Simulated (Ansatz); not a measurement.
# La3AlN (Pm-3m): phonons and vibrational spectra, part 2 of 2

Wanted: vibrations and spectra of La3AlN (Pm-3m); the cell is already relaxed. After the zone centre comes a 2×2×2 q mesh on a 8×8×8 k mesh.

Ansatz 0.2.0; DFT PBEsol, scalar-relativistic, plane waves, PAW; PAW set soft_1.

So far. Step 2 (Linear response at the zone centre): Before it was imposed, the acoustic sum rule was missed by 3.8e-5 eV/Å². Small misses are needed for a sound result but don't prove that mesh and cutoff are converged. The lowest optical mode is real, 73.0 cm⁻¹.

**3. Response at finite wavevector (continued)**

Tetrahedra on a 12×12×12 mesh, mean over bins of 5 cm-1. Interpolated from a 2×2×2 q mesh. Phonon density of states against wavenumber; read off at these points:

```tsv
wavenumber (cm⁻¹)	phonon density of states (1/cm⁻¹/cell)
2	3.0e-5
18	0.00174
28	0.00675
42	0.0565
58	0.0924
68	0.0943
78	0.151
82	0.0945
98	0.0989
108	0.0724
122	0.0590
138	0.0307
148	0.0278
162	0.107
168	0.305
178	0.0379
188	0.00379
202	0
212	0
228	0
242	0
252	0
268	0.00186
282	0.0143
292	0.0266
308	0.0275
322	0.0301
332	0.0254
348	0.0288
362	0.0450
368	0.0455
372	0.0295
388	1.3e-4
```

The partial phonon density of states has structure finer than the step of the table below, so its rows give means over 10 cm⁻¹, whole bins alone (the curve runs from -10 to 406 cm⁻¹). Peaks (cm⁻¹: height): Al 168.1: 0.236; La 76.4: 0.130, 100.0: 0.0989; N 335.7: 0.0292, 359.2: 0.0424.

Phonopy on the run's constants, 11x11x11 mesh, Gaussian sigma 3.0 cm-1. Interpolated from a 2×2×2 q mesh. The partial phonon density of states by wavenumber; means over each step; values in 1/cm⁻¹/cell:

```tsv
wavenumber (cm⁻¹)	Al	La	N
0	1.0e-5	1.8e-4	7.5e-6
10	3.6e-5	6.0e-4	2.0e-5
20	1.5e-4	0.00276	7.6e-5
30	3.7e-4	0.0182	2.0e-4
40	7.5e-4	0.0474	3.8e-4
50	0.00140	0.0852	6.8e-4
60	9.1e-4	0.0887	7.5e-4
70	8.1e-4	0.0949	3.5e-4
80	0.00132	0.109	2.3e-4
90	0.00102	0.0806	1.1e-4
100	4.0e-4	0.0926	1.2e-4
110	1.7e-4	0.0738	0.00106
120	1.9e-4	0.0588	0.00125
130	1.9e-4	0.0359	5.4e-4
140	5.4e-4	0.0294	3.4e-4
150	0.00876	0.0258	2.8e-4
160	0.0726	0.0224	3.6e-4
170	0.178	0.0164	8.3e-4
180	0.0299	0.00791	2.2e-4
190	0.00107	0.00281	1.1e-5
200	0	1.3e-4	0
210	0	0	0
220	0	0	0
230	0	0	0
240	0	0	0
250	0	0	2.5e-7
260	0	3.6e-5	4.0e-4
270	0	4.1e-4	0.00507
280	9.1e-6	9.1e-4	0.0133
290	2.8e-5	0.00118	0.0208
300	5.4e-5	0.00116	0.0256
310	9.8e-5	9.5e-4	0.0261
320	8.3e-5	7.5e-4	0.0260
330	1.1e-4	5.4e-4	0.0273
340	1.3e-4	3.6e-4	0.0260
350	1.3e-4	2.0e-4	0.0286
360	2.1e-4	1.4e-4	0.0405
370	2.1e-4	5.0e-5	0.0366
380	4.6e-5	1.2e-5	0.0144
390	1.9e-6	0	0.00144
400	0	0	1.4e-6
```

Harmonic thermodynamic functions per atom, from the density of states. Interpolated from a 2×2×2 q mesh. Thermodynamic functions, by row:

```tsv
T (K)	F_vib (meV/atom)	S (J/mol-atom/K)	C_V (J/mol-atom/K)
0	28.53	0	0
50	27.51	6.004	10.02
100	21.88	15.45	17.05
200	-1.76	29.15	21.98
300	-37.03	38.4	23.48
400	-80.53	45.25	24.09
500	-130.3	50.66	24.39
600	-185.2	55.12	24.55
700	-244.4	58.91	24.65
800	-307.2	62.21	24.72
900	-373.2	65.12	24.77
1000	-442.1	67.73	24.8
```

Harmonic mean-square displacement, third of the trace. Interpolated from a 2×2×2 q mesh. Mean square displacements, by row:

```tsv
T (K)	La1 U_eq (Å²)	La2 U_eq (Å²)	La3 U_eq (Å²)	Al4 U_eq (Å²)	N5 U_eq (Å²)
0	0.00159	0.00159	0.00159	0.0039	0.00393
100	0.0038	0.0038	0.0038	0.00518	0.0046
300	0.01064	0.01064	0.01064	0.01192	0.00817
600	0.02113	0.02113	0.02113	0.02309	0.01497
```

Symmetry leaves 4 wavevectors to solve. The lowest mode among them, the acoustic zeros apart, lies at q = (-0.5, -0.5, -0.5) and is real, 27.5 cm⁻¹.

**4. Another isotope**

An isotope changes the mass and not the force constants, so no new electronic calculation is needed; the shifts show which modes move this element.

The same force constants with the mass of N changed from 14.007 to 15.000 u (phonopy, no LO-TO term). Both lists are sorted by frequency; levels can cross, so a row need not hold one and the same mode. Modes under 3 cm⁻¹ are left out. Isotope shifts, by row, the first 40 of 57 rows:

```tsv
q	rank	natural mass (cm⁻¹)	changed mass (cm⁻¹)
0 0 0	4	72.97	72.97
0 0 0	5	72.97	72.97
0 0 0	6	72.97	72.97
0 0 0	7	137.3	137.3
0 0 0	8	137.3	137.3
0 0 0	9	137.3	137.3
0 0 0	10	147.9	147.9
0 0 0	11	147.9	147.9
0 0 0	12	147.9	147.9
0 0 0	13	326.4	315.8
0 0 0	14	326.4	315.8
0 0 0	15	326.4	315.8
0 0 -0.5	1	59.21	59.14
0 0 -0.5	2	59.21	59.14
0 0 -0.5	3	69.64	69.64
0 0 -0.5	4	74.25	74.25
0 0 -0.5	5	74.25	74.25
0 0 -0.5	6	88.64	88.64
0 0 -0.5	7	124.6	124.4
0 0 -0.5	8	124.6	124.4
0 0 -0.5	9	125.4	125.4
0 0 -0.5	10	167.9	167.9
0 0 -0.5	11	167.9	167.9
0 0 -0.5	12	184.4	184.4
0 0 -0.5	13	287.9	278.8
0 0 -0.5	14	287.9	278.8
0 0 -0.5	15	386	373
0 -0.5 -0.5	1	33.42	33.42
0 -0.5 -0.5	2	76.91	76.91
0 -0.5 -0.5	3	76.91	76.91
0 -0.5 -0.5	4	77.34	77.34
0 -0.5 -0.5	5	77.34	77.34
0 -0.5 -0.5	6	97.22	97.22
0 -0.5 -0.5	7	99.82	99.82
0 -0.5 -0.5	8	108.7	108.4
0 -0.5 -0.5	9	159.5	159.5
0 -0.5 -0.5	10	170	169.9
0 -0.5 -0.5	11	170	169.9
0 -0.5 -0.5	12	175	175
0 -0.5 -0.5	13	265.3	257.2
```

A mode of this element alone would shift by -3.37 %. The highest zone-centre frequency without the field goes from 326.4 to 315.8 cm⁻¹ (-3.2 %). The product of the frequency ratios over all optical modes at Γ is 0.905; the product rule, (m/m′)^(3k/2) (M′/M)^(3/2) with k = 1 such atoms and M the mass of the cell, gives 0.905.

**5. Summary of results**

| Item | Value |
| --- | --- |
| space group (within 0.01 Å) | Pm-3m |
| volume per atom | 25.4 Å³ |
| electronic character | no gap on this mesh |
| highest optical mode at the zone centre (no LO-TO term) | 326 cm⁻¹ |
| lowest optical zone-centre mode | 73.0 cm⁻¹ |
| lowest mode on the q mesh (acoustic modes at Γ apart) | 27.5 cm⁻¹ |
| highest frequency on the path or at a solved wavevector | 386 cm⁻¹ |
| zero-point energy per atom | 28.5 meV |
| heat capacity at 300 K | 23.5 J/(mol atoms K) |
| vibrational entropy at 300 K | 38.4 J/(mol atoms K) |
| Debye temperature (second moment) | 339 K |
| imaginary modes on the 2×2×2 q mesh | none |

In words: The structure is a minimum as far as tested: no mode is imaginary at the 4 irreducible wavevectors of the 2×2×2 mesh, and the softest away from the acoustic zeros lies at 28 cm⁻¹. The optical modes at Γ span 73 to 326 cm⁻¹. The highest mode in this list at Γ, 326.4 cm⁻¹, is mostly motion of N (96 % of the kinetic energy). On the path and the mesh, the widest gap between branches runs from 193 to 265 cm⁻¹. With no gap, or one that is small against the smearing, the frequencies hang on the k mesh and the smearing, most of all near Kohn anomalies. The phonon runs are without spin polarisation, although the cell has an odd electron count. Spin-orbit coupling is left out, which can matter for the heavy elements here. The PAW files were made for PBE and serve the other functionals too. A phonon run warned that its eigensolver left some bands unconverged in a pass. These are harmonic frequencies at zero temperature: anharmonic shifts, linewidths and thermal expansion are left out.

[Logs are printed without paths, hosts, clocks, repeated set-up lines and the standing remarks that a program may print on its own settings, such as how far it seeks lower states.]

[Hosts, paths, dates, database ids (printed as entryN), source tags and the programs' standing remarks are cut or masked in the printed files.]
